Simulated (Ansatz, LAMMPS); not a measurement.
# Amorphous 88HfO2-12La2O3 (mol %) (81 atoms), relaxed: mesh and functional compared

Which bonds does the relaxation leave, and how do the Kohn-Sham gap, forces and pressure change with k-mesh and functional?

Calculated with Ansatz 0.2.0: Kohn-Sham DFT, PBE, PAW (set soft_2), plane waves; cutoff 420 eV, Γ point, fermi-dirac smearing of 0.025 eV.

**The cell**

Density at the start: 7.83 g/cm³. The cell holds 81 atoms: 22 Hf, 6 La and 53 O. Cell: a = 10.595 Å, b = 10.595 Å, c = 10.595 Å, α = 90.0°, β = 90.0°, γ = 90.0°. 81 atoms (22 Zr, 6 Nd, 53 O) placed at random at 5.19 g/cm³, melted at 5000 K for 10 ps at fixed volume with the Morse and Coulomb pair potential with partial charges (Pedone, Malavasi, Menziani, Cormack and Segre, J. Phys. Chem. B 110, 11780 (2006)). Quenched from 5000 K to 300 K at 50 K/ps and fixed volume, held 5 ps, then minimised at fixed cell. Then Zr was replaced by Hf, Nd was replaced by La (the potential has no terms for the new elements, so the cell is a start for a DFT relaxation).

Cell and atoms were relaxed with PBE. The walk converged after 11 steps by the program's count, with a largest force component of 0.0166 eV/Å; it began at an r.m.s. force component of 0.36 eV/Å. The edges went from 10.595, 10.595, 10.595 to 10.445, 10.467, 10.040 Å, and the volume from 14.684 to 13.547 Å³ an atom (-7.7 %).

The input of the reference single point:

```yaml
crystal:
  lattice:
    - [10.44444, -0.1145, -0.0761]
    - [-0.1145, 10.46669, 0.01168]
    - [-0.0761, 0.01168, 10.03967]
  atoms:
    - { symbol: Hf, position: [0.5895, 0.17196, 0.13232] }
    - { symbol: Hf, position: [0.81133, 0.02836, 0.32957] }
    - { symbol: Hf, position: [0.325, 0.11841, 0.92536] }
    - { symbol: Hf, position: [0.55155, 0.62865, 0.17661] }
    [... 75 atom lines left out ...]
    - { symbol: O, position: [0.85802, 0.4144, 0.48291] }
    - { symbol: O, position: [0.83586, 0.52807, 0.02937] }
kpoints:
  mp_grid: { grid: [1, 1, 1] }
hamiltonian:
  xc: pbe
scf:
  occupations: { method: fermi_dirac, width: 0.025 }
output:
  forces: true
  stress: true
  populations: true
  dos:
    method: { smearing: { sigma: 0.08 } }
    de: 0.05
    projected: { site_lists: { Hf: [Hf], La: [La], O: [O] } }
  eigenvalues: true
  write_density: true
  write_potential: true
  volumetric_format: npy
```

**Bonds after relaxation**

Bonds by pair of elements; cutoffs follow the first minimum of g(r), held within bounds set by covalent radii, and pairs that aren't listed don't count as bonded:

| pair A-B | cutoff (Å) | bonds | mean length (Å) | spread (Å) | shortest (Å) | B about A | A about B |
| --- | --- | --- | --- | --- | --- | --- | --- |
| O-Hf | 2.82 | 140 | 2.15 | 0.119 | 1.98 | 2.64 | 6.36 |
| O-La | 3.19 | 45 | 2.58 | 0.253 | 2.25 | 0.849 | 7.5 |

How many atoms have how many bonded neighbours:

| element | mean | 3 | 4 | 5 | 6 | 7 | 8 |
| --- | --- | --- | --- | --- | --- | --- | --- |
| Hf | 6.36 | 0 | 0 | 1 | 13 | 7 | 1 |
| La | 7.5 | 0 | 0 | 0 | 1 | 1 | 4 |
| O | 3.49 | 28 | 24 | 1 | 0 | 0 | 0 |

**Levels of theory**

Single points at the relaxed geometry:

```
functional  k-mesh  Kohn-Sham gap (eV)  pressure (GPa)  r.m.s. force component (eV/Å)  SCF cycles     time
       PBE   1×1×1               3.963            0.00                          0.005          11     37 s
       PBE   2×2×2               3.950            0.00                          0.015          11    5 min
     HSE06   1×1×1               5.587           -4.31                          0.098          24  9.3 min
    r2SCAN   1×1×1               4.452           -4.15                          0.085          11     59 s
    PBEsol   1×1×1               3.894           -5.95                          0.070          11     29 s
```

The gap is that between the highest filled and lowest empty Kohn-Sham level on the run's k-points. Cutoffs: 420 eV for PBE, HSE06 and PBEsol; 500 eV for r2SCAN. Times come from shared hosts and are rough.

**Findings**

By these cutoffs 59 % of Hf atoms have 6, 67 % of La atoms have 8 and 53 % of O atoms have 3 neighbours. The Kohn-Sham gap is 3.96 eV with PBE on the 1×1×1 mesh and 3.95 eV on 2×2×2. On the 1×1×1 mesh HSE06 changes the gap by +1.62 eV against PBE. Carrying that shift over to the 2×2×2 mesh gives 3.95 + 1.62 = 5.57 eV, an estimate that takes the shift to be alike at all k-points. On the reference's mesh the gap changes with r2SCAN by +0.49 eV and PBEsol by -0.07 eV. Against the reference the pressure changes with HSE06 by -4.3 GPa, r2SCAN by -4.1 GPa and PBEsol by -5.9 GPa; a negative change means a smaller volume than PBE would take. The denser mesh moves the energy by -1.6 meV/atom and the pressure by +0.01 GPa.

Limits: All single points share the geometry relaxed with PBE. The volume changed by -7.7 % on relaxing; in so small a cell, on this mesh and at this cutoff, the relaxed density is rough. One sample; tail or defect levels can set the gap of a disordered cell. The quench rate of 50 K/ps is many orders above laboratory rates, so the cell is likely richer in defects and strain than a real sample. The network of bonds at the start is that of the classical potential that made the cell, and needn't be the one that DFT or experiment would give. Spin–orbit coupling is left out, which matters for the levels of the heavy elements. In some runs the program notes that it cut back its work space to fit the memory limit, the exchange threshold is loose for the stress and the SCF threshold is loose for the stress.

[Logs are printed without paths, hosts, clocks, repeated set-up lines and the standing remarks that a program may print on its own settings, such as how far it seeks lower states.]

[Hosts, paths, dates, database ids (printed as entryN), source tags and the programs' standing remarks are cut or masked in the printed files.]
